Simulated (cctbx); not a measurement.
## A crystallographic session in cctbx: Be2Fe6P

Library: cctbx 2025.11. The data are simulated by the first script.

## 1. Simulate the data

run.py:

```python
from cctbx import adptbx, crystal, miller, sgtbx, xray
from cctbx.array_family import flex
from iotbx.shelx import hklf
from scitbx import matrix
import scitbx.random

cs = crystal.symmetry(unit_cell=(5.719, 5.719, 6.225, 90, 90, 90), space_group_symbol='Hall: -I 4 2')  # I4/mmm
atoms = [  # label, site, U (iso, or U11 U22 U33 U12 U13 U23 in A^2), occupancy
    ("Fe1", (0, 0.5, 0.25), (0.0108, 0.0108, 0.0115, 0.0000, 0.0000, 0.0000), 1),
    ("Fe2", (0.2567, 0.2567, 0.5), (0.0104, 0.0104, 0.0119, 0.0014, 0.0000, 0.0000), 1),
    ("P1", (0, 0, 0), (0.0159, 0.0159, 0.0132, 0.0000, 0.0000, 0.0000), 1),
    ("Be1", (0, 0, 0.7044), (0.0245, 0.0245, 0.0239, 0.0000, 0.0000, 0.0000), 1),
]
xs = xray.structure(crystal_symmetry=cs)
for label, site, u, occ in atoms:
    u = adptbx.u_cif_as_u_star(cs.unit_cell(), u) if isinstance(u, tuple) else u
    xs.add_scatterer(xray.scatterer(label, site=site, u=u, occupancy=occ))
xs.set_inelastic_form_factors(1.3414, "sasaki")
xs.show_summary()
p1 = xs.expand_to_p1()
ms = miller.build_set(p1, anomalous_flag=True, d_min=0.83)
flex.set_random_seed(820183)
scitbx.random.set_random_seed(820183)
ms = ms.select(flex.random_double(ms.size()) < 0.95)
i = ms.structure_factors_from_scatterers(p1, algorithm="direct").f_calc().as_intensity_array().data()
i = i * 40000 / flex.max(i)
sig = flex.sqrt(i + flex.pow2(0.06 * i) + 4 ** 2)
noise = scitbx.random.variate(scitbx.random.normal_distribution())(i.size())
data = ms.array(data=i + sig * noise, sigmas=sig).set_observation_type_xray_intensity()
with open("data.hkl", "w") as f:
    data.export_as_shelx_hklf(f)
print("reflections written:", data.size(), " <I/sigma> = %.1f" % flex.mean(data.data() / data.sigmas()))
for h, a, b in list(data.sort("data"))[:12]:
    print("%4d%4d%4d %9.1f %7.1f" % (h + (a, b)))
```

```console
$ python run.py
```

```text
Number of scatterers: 4
At special positions: 4
Unit cell: (5.719, 5.719, 6.225, 90, 90, 90)
Space group: I 4/m m m (No. 139)
reflections written: 1399  <I/sigma> = 5.5
  -2  -2   0   41097.0  2408.3
   2  -2   0   40293.6  2408.3
   2   2   0   38711.1  2408.3
  -2   2   0   37085.0  2408.3
  -2   0  -2   30067.4  1785.4
   0   2   2   29963.7  1785.4
   2   0  -2   29748.4  1785.4
   0  -2  -2   29515.5  1785.4
   0   0  -4   28853.0  1644.8
   0   2  -2   27820.0  1785.4
   2   0   2   27702.4  1785.4
   0  -2   2   27686.0  1785.4
```

It took 0.19 s on 1 thread of Arm Neoverse V2, with other jobs on the host, peak memory 0.07 GiB.

## 2. Refinement (right model, isotropic)

run.py:

```python
import math
from cctbx import adptbx, crystal, maptbx, sgtbx, xray
from cctbx.array_family import flex
from cctbx.xray import observations
from iotbx.shelx import hklf
from scitbx.lstbx import normal_eqns_solving
from smtbx import absolute_structure, utils
from smtbx.refinement import constraints, least_squares

cs = crystal.symmetry(unit_cell=(5.719, 5.719, 6.225, 90, 90, 90), space_group_symbol='Hall: -I 4 2')  # I4/mmm
atoms = [  # label, site, U (iso, or U11 U22 U33 U12 U13 U23 in A^2), occupancy
    ("Fe1", (0, 0.5, 0.25), 0.0200, 1),
    ("Fe2", (0.2524, 0.2524, 0.5), 0.0200, 1),
    ("P1", (0, 0, 0), 0.0200, 1),
    ("Be1", (0, 0, 0.7014), 0.0200, 1),
]
xs = xray.structure(crystal_symmetry=cs)
for label, site, u, occ in atoms:
    u = adptbx.u_cif_as_u_star(cs.unit_cell(), u) if isinstance(u, tuple) else u
    xs.add_scatterer(xray.scatterer(label, site=site, u=u, occupancy=occ))
xs.set_inelastic_form_factors(1.3414, "sasaki")
raw = hklf.reader(file_name="data.hkl").as_miller_arrays(crystal_symmetry=cs, anomalous=True)[0]
merged = raw.eliminate_sys_absent().merge_equivalents()
fo2 = merged.array().set_observation_type_xray_intensity()
print("Rint %.3f, %d unique reflections to %.2f A" % (merged.r_int(), fo2.size(), fo2.d_min()))
for sc in xs.scatterers():
    sc.flags.set_grad_site(True)
    sc.flags.set_grad_u_aniso(sc.flags.use_u_aniso())
    sc.flags.set_grad_u_iso(sc.flags.use_u_iso())
obs = fo2.as_xray_observations()
extra = {}
rep = constraints.reparametrisation(xs, [], utils.connectivity_table(xs), **extra)
ls = least_squares.crystallographic_ls(obs, rep, weighting_scheme=least_squares.mainstream_shelx_weighting(a=0, b=0))
print("cycle     R1     wR2    GooF  max shift (A)")
for cycle in range(8):
    ls.build_up()
    r1, wr2, goof = ls.r1_factor(cutoff_factor=2)[0], ls.wR2(), ls.goof()
    old = xs.sites_cart()
    normal_eqns_solving.levenberg_marquardt_iterations(ls, n_max_iterations=3, tau=1e-06, step_threshold=1e-7)
    big = flex.max((xs.sites_cart() - old).norms())
    print("%4d %7.4f %7.4f %7.3f %9.5f" % (cycle + 1, r1, wr2, goof, big))
    ls.build_up(objective_only=True)
    if abs(ls.wR2() - wr2) < 5e-5 and big < 5e-4:
        break
ls.build_up()
print("final R1 %.4f wR2 %.4f GooF %.3f  parameters %d  data/parameter %.1f" % (ls.r1_factor(cutoff_factor=2)[0], ls.wR2(), ls.goof(), ls.n_parameters, fo2.size() / ls.n_parameters))
cov = ls.covariance_matrix_and_annotations()
su = dict(zip(cov.annotations, (math.sqrt(max(v, 0)) for v in cov.matrix.matrix_packed_u_diagonal())))
a2 = cs.unit_cell().reciprocal_parameters()[0] ** -2
print("atom        x        y        z      Ueq    occ   su(xyz)  su(Uiso or U11)")
for sc in xs.scatterers():
    s = max(su.get(sc.label + k, 0) for k in (".x", ".y", ".z"))
    npd = "" if sc.is_positive_definite_u(cs.unit_cell()) else "  NPD"
    print("%-5s %8.5f %8.5f %8.5f %8.4f %6.3f %8.5f %7.4f%s" % ((sc.label,) + sc.site + (sc.u_iso_or_equiv(cs.unit_cell()), sc.occupancy, s, su.get(sc.label + ".uiso", su.get(sc.label + ".u11", 0) * a2), npd)))
fo = fo2.f_sq_as_f()
fc = fo.structure_factors_from_scatterers(xs, algorithm="direct").f_calc()
diff = fo.f_obs_minus_f_calc(1 / math.sqrt(ls.scale_factor()), fc).average_bijvoet_mates()
m = diff.fft_map(symmetry_flags=maptbx.use_space_group_symmetry, resolution_factor=0.25).apply_volume_scaling()
print("difference map: max %.2f min %.2f rms %.2f" % (m.statistics().max(), m.statistics().min(), m.statistics().sigma()))
peaks = m.peak_search(parameters=maptbx.peak_search_parameters(min_distance_sym_equiv=0.6, max_clusters=6)).all()
near = xs.closest_distances(peaks.sites(), distance_cutoff=4)
sps = cs.special_position_settings(min_distance_sym_equiv=0.5)
for k, (x, h) in enumerate(zip(peaks.sites(), peaks.heights())):
    ss = sps.site_symmetry(x)
    print("Q%-3d %7.4f %7.4f %7.4f %4d %7.2f  %.2f A from %s" % ((k + 1,) + tuple(t % 1 for t in ss.exact_site()) + (ss.multiplicity(), h, near.smallest_distances[k], xs.scatterers()[near.i_seqs[k]].label)))
```

```console
$ python run.py
```

```text
Rint 0.049, 70 unique reflections to 0.84 A
cycle     R1     wR2    GooF  max shift (A)
   1  0.1026  0.4390  16.720   0.03815
   2  0.0139  0.0362   1.380   0.00062
   3  0.0139  0.0361   1.375   0.00000
final R1 0.0139 wR2 0.0361 GooF 1.375  parameters 6  data/parameter 11.7
atom        x        y        z      Ueq    occ   su(xyz)  su(Uiso or U11)
Fe1    0.00000  0.50000  0.25000   0.0115  1.000  0.00000  0.0003
Fe2    0.25661  0.25661  0.50000   0.0109  1.000  0.00005  0.0003
P1     0.00000  0.00000  0.00000   0.0151  1.000  0.00000  0.0004
Be1    0.00000  0.00000  0.70743   0.0230  1.000  0.00139  0.0015
difference map: max 0.59 min -0.60 rms 0.12
Q1    0.0000  0.0000  0.5000    2    0.59  1.29 A from Be1
Q2    0.0000  0.0000  0.0000    2    0.48  0.00 A from P1
Q3    0.2500  0.2500  0.2500    8    0.39  1.56 A from Fe2
Q4    0.1146  0.3669  0.1354   32    0.32  1.23 A from Fe1
Q5    0.0000  0.5000  0.0000    4    0.31  1.56 A from Fe1
Q6    0.1560  0.1560  0.0592   16    0.19  0.80 A from Fe2
```

Time: 0.36 s.

## 3. Refinement (right model, anisotropic)

run.py, as its changes from the last script of this kind:

```diff
@@ -12,4 +12,4 @@
-    ("Fe1", (0, 0.5, 0.25), 0.0200, 1),
-    ("Fe2", (0.2524, 0.2524, 0.5), 0.0200, 1),
-    ("P1", (0, 0, 0), 0.0200, 1),
-    ("Be1", (0, 0, 0.7014), 0.0200, 1),
+    ("Fe1", (0, 0.5, 0.25), 0.0115, 1),
+    ("Fe2", (0.25661, 0.25661, 0.5), 0.0109, 1),
+    ("P1", (0, 0, 0), 0.0151, 1),
+    ("Be1", (0, 0, 0.70743), 0.0230, 1),
@@ -21,0 +22 @@
+xs.convert_to_anisotropic()
```

```console
$ python run.py
```

```text
Rint 0.049, 70 unique reflections to 0.84 A
cycle     R1     wR2    GooF  max shift (A)
   1  0.0139  0.0361   1.433   0.00832
   2  0.0106  0.0232   0.919   0.00000
final R1 0.0106 wR2 0.0232 GooF 0.919  parameters 11  data/parameter 6.4
atom        x        y        z      Ueq    occ   su(xyz)  su(Uiso or U11)
Fe1    0.00000  0.50000  0.25000   0.0109  1.000  0.00000  0.0003
Fe2    0.25663  0.25663  0.50000   0.0107  1.000  0.00004  0.0002
P1     0.00000  0.00000  0.00000   0.0149  1.000  0.00000  0.0004
Be1    0.00000  0.00000  0.70609   0.0246  1.000  0.00104  0.0020
difference map: max 0.60 min -0.26 rms 0.09
Q1    0.0000  0.0000  0.5000    2    0.60  1.28 A from Be1
Q2    0.0000  0.0000  0.0000    2    0.48  0.00 A from P1
Q3    0.2500  0.2500  0.2500    8    0.36  1.56 A from Fe2
Q4    0.1150  0.3774  0.1423   32    0.27  1.17 A from Fe1
Q5    0.0000  0.5000  0.0000    4    0.26  1.56 A from Fe1
Q6    0.1264  0.1264  0.1195   16    0.21  1.20 A from Fe2
```

Time: 0.34 s.

## 4. Refinement

run.py, as its changes from the last script of this kind:

```diff
@@ -12,2 +12,2 @@
-    ("Fe1", (0, 0.5, 0.25), 0.0115, 1),
-    ("Fe2", (0.25661, 0.25661, 0.5), 0.0109, 1),
+    ("Co1", (0, 0.5, 0.25), 0.0115, 1),
+    ("Fe1", (0.25661, 0.25661, 0.5), 0.0109, 1),
@@ -36 +36 @@
-for cycle in range(8):
+for cycle in range(12):
```

```console
$ python run.py
```

```text
Rint 0.049, 70 unique reflections to 0.84 A
cycle     R1     wR2    GooF  max shift (A)
   1  0.0221  0.0635   2.521   0.00428
   2  0.0146  0.0350   1.390   0.00000
final R1 0.0146 wR2 0.0350 GooF 1.390  parameters 11  data/parameter 6.4
atom        x        y        z      Ueq    occ   su(xyz)  su(Uiso or U11)
Co1    0.00000  0.50000  0.25000   0.0124  1.000  0.00000  0.0005
Fe1    0.25663  0.25663  0.50000   0.0103  1.000  0.00006  0.0004
P1     0.00000  0.00000  0.00000   0.0145  1.000  0.00000  0.0005
Be1    0.00000  0.00000  0.70674   0.0230  1.000  0.00156  0.0030
difference map: max 0.61 min -0.53 rms 0.12
Q1    0.0000  0.0000  0.5000    2    0.61  1.29 A from Be1
Q2    0.0000  0.0000  0.0000    2    0.59  0.00 A from P1
Q3    0.2500  0.2500  0.2500    8    0.48  1.56 A from Fe1
Q4    0.1201  0.3723  0.1557   32    0.35  1.16 A from Co1
Q5    0.1283  0.1283  0.1478   16    0.18  1.31 A from Fe1
Q6    0.1197  0.1197  0.3728   16    0.15  1.09 A from Be1
```

Time: 0.32 s.

This run holds a fault made on purpose: wrong element: Co1 is Fe.

## 5. Refinement

run.py, as its changes from the last script of this kind:

```diff
@@ -12,4 +12,4 @@
-    ("Co1", (0, 0.5, 0.25), 0.0115, 1),
-    ("Fe1", (0.25661, 0.25661, 0.5), 0.0109, 1),
-    ("P1", (0, 0, 0), 0.0151, 1),
-    ("Be1", (0, 0, 0.70743), 0.0230, 1),
+    ("Fe1", (0, 0.5, 0.25), 0.0200, 1),
+    ("Fe2", (0.2525, 0.2525, 0.5), 0.0200, 1),
+    ("P1", (0, 0, 0), 0.0200, 1),
+    ("Be1", (0, 0, 0.7884), 0.0200, 1),
@@ -22 +21,0 @@
-xs.convert_to_anisotropic()
@@ -36 +35 @@
-for cycle in range(12):
+for cycle in range(10):
@@ -40 +39 @@
-    normal_eqns_solving.levenberg_marquardt_iterations(ls, n_max_iterations=3, tau=1e-06, step_threshold=1e-7)
+    normal_eqns_solving.levenberg_marquardt_iterations(ls, n_max_iterations=3, tau=0.0001, step_threshold=1e-7)
```

```console
$ python run.py
```

```text
Rint 0.049, 70 unique reflections to 0.84 A
cycle     R1     wR2    GooF  max shift (A)
   1  0.1856  0.5839  22.238   0.50858
   2  0.0184  0.0576   2.195   0.00456
   3  0.0139  0.0361   1.375   0.00002
final R1 0.0139 wR2 0.0361 GooF 1.375  parameters 6  data/parameter 11.7
atom        x        y        z      Ueq    occ   su(xyz)  su(Uiso or U11)
Fe1    0.00000  0.50000  0.25000   0.0115  1.000  0.00000  0.0003
Fe2    0.25661  0.25661  0.50000   0.0109  1.000  0.00005  0.0003
P1     0.00000  0.00000  0.00000   0.0151  1.000  0.00000  0.0004
Be1    0.00000  0.00000  0.70743   0.0230  1.000  0.00139  0.0015
difference map: max 0.59 min -0.60 rms 0.12
Q1    0.0000  0.0000  0.5000    2    0.59  1.29 A from Be1
Q2    0.0000  0.0000  0.0000    2    0.48  0.00 A from P1
Q3    0.2500  0.2500  0.2500    8    0.39  1.56 A from Fe2
Q4    0.1146  0.3669  0.1354   32    0.32  1.23 A from Fe1
Q5    0.0000  0.5000  0.0000    4    0.31  1.56 A from Fe1
Q6    0.1560  0.1560  0.0592   16    0.19  0.80 A from Fe2
```

Time: 0.39 s.

This run holds a fault made on purpose: start far from the minimum.

## 6. Refinement

run.py, as its changes from the last script of this kind:

```diff
@@ -12,4 +12,4 @@
-    ("Fe1", (0, 0.5, 0.25), 0.0200, 1),
-    ("Fe2", (0.2525, 0.2525, 0.5), 0.0200, 1),
-    ("P1", (0, 0, 0), 0.0200, 1),
-    ("Be1", (0, 0, 0.7884), 0.0200, 1),
+    ("Fe1", (0, 0.5, 0.25), 0.0115, 1),
+    ("Fe2", (0.25661, 0.25661, 0.5), 0.0109, 1),
+    ("P1", (0, 0, 0), 0.0151, 1),
+    ("Be1", (0, 0, 0.70743), 0.0230, 1),
@@ -21,0 +22 @@
+xs.convert_to_anisotropic()
@@ -23 +24 @@
-merged = raw.eliminate_sys_absent().merge_equivalents()
+merged = raw.eliminate_sys_absent().resolution_filter(d_min=1.6).merge_equivalents()
@@ -35 +36 @@
-for cycle in range(10):
+for cycle in range(12):
@@ -39 +40 @@
-    normal_eqns_solving.levenberg_marquardt_iterations(ls, n_max_iterations=3, tau=0.0001, step_threshold=1e-7)
+    normal_eqns_solving.levenberg_marquardt_iterations(ls, n_max_iterations=3, tau=1e-06, step_threshold=1e-7)
```

```console
$ python run.py
```

```text
Rint 0.045, 13 unique reflections to 1.61 A
cycle     R1     wR2    GooF  max shift (A)
   1  0.0122  0.0256   2.241   0.05595
   2  0.0022  0.0079   0.692   0.00082
   3  0.0023  0.0079   0.692   0.00000
final R1 0.0023 wR2 0.0079 GooF 0.692  parameters 11  data/parameter 1.2
atom        x        y        z      Ueq    occ   su(xyz)  su(Uiso or U11)
Fe1    0.00000  0.50000  0.25000   0.0105  1.000  0.00000  0.0086
Fe2    0.25706  0.25706  0.50000   0.0134  1.000  0.00047  0.0077
P1     0.00000  0.00000  0.00000   0.0079  1.000  0.00000  0.0144
Be1    0.00000  0.00000  0.69831   0.0619  1.000  0.01786  0.0246
difference map: max 0.03 min -0.04 rms 0.01
Q1    0.0000  0.2870  0.5000    8    0.04  1.48 A from Fe2
Q2    0.0893  0.2149  0.0000   16    0.01  0.89 A from Fe2
```

Run time: 0.39 s on 1 thread of Arm Neoverse V2, with other jobs on the host, peak memory 0.09 GiB.

This run holds a fault made on purpose: data cut at low resolution.

[Logs are printed without paths, hosts, clocks, repeated set-up lines and the standing remarks that a program may print on its own settings, such as how far it seeks lower states.]
